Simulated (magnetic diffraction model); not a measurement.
# Moment size from magnetic intensity in Ce3Sc2Si3

Space group Cmcm (no. 63), a = 4.2140 Å, b = 10.8210 Å, c = 14.4490 Å.

```
site  atom    x       y       z
  4c    Ce  1/2  0.1367     1/4
  8f    Ce  1/2  0.4147  0.3870
  8f    Sc  1/2  0.2845  0.9178
  4c    Si    0  0.3309     1/4
  8f    Si  1/2  0.1243  0.4578
```

The compound is invented for this exercise: a known structure type with other elements, its cell scaled to their sizes and not relaxed.

Only Ce is taken to order (form factors of Ce3+); orders and moment sizes are assumed, and not adapted to the symmetry. Radiation: neutrons of λ = 4.2 Å, 3° to 80°; isotropic B of 0.25 Å² (Ce), 0.3 Å² (Sc) and 0.29 Å² (Si). The intensities are simulated: I ∝ L Σ (|F_N|² + |F_M⊥|²) for unpolarised neutrons, with F_M = 2.695 fm/μB × Σ f(s) S exp(2πi Q·r) exp(−B s²) at Q = H ± k (one set where k and −k are equivalent), only the part normal to Q counting and L = 1/(sin²θ cos θ). For collinear order S is the moment m, which repeats by lattice and centring translations R with the sign exp(−2πi k·R). Form factors are spin-only for 3d ions and dipole or tabulated for f ions, scattering lengths are Sears's of 1992, and absorption is left out. A label names one of the reflections at its angle. The strongest nuclear line in the range is 100, and lines under 0.2 are left out.

In a first state the assumed order is k = (0 0 0), collinear moments along [101], 1.6 μB on Ce; signs + at (1/2, 0.1367, 1/4), + at (0, 0.3633, 3/4), + at (1/2, 0.4147, 0.3870), + at (0, 0.0853, 0.6130), + at (1/2, 0.4147, 0.1130), + at (0, 0.0853, 0.8870), with this pattern:

```tsv
2θ (°)	index	nuclear	magnetic
33.80	(0 0 2)	61.1	0.3
45.68	(0 2 0)	100.0	2.7
48.97	(0 2 1)	3.8	0.2
58.01	(0 2 2)	19.4	0.3
64.66	(1 1 0)	1.8	4.7
67.31	(1 1 1)	25.6	14.7
71.09	(0 0 4)	7.4	0.1
71.43	(0 2 3)	14.3	11.3
74.99	(1 1 2)	7.4	4.3
```

**Question.** Nearer the ordering temperature the line at 67.31° has total intensity 29.3 on the same scale, and all moments have shrunk alike. How large is the Ce moment?

The nuclear part, 25.6, stays, so the magnetic part is 3.7 against 14.7. It goes as m², so m = 1.6 × √(3.7/14.7) = 0.80 μB; the value used was 0.8 μB.

[Logs are printed without paths, hosts, clocks, repeated set-up lines and the standing remarks that a program may print on its own settings, such as how far it seeks lower states.]
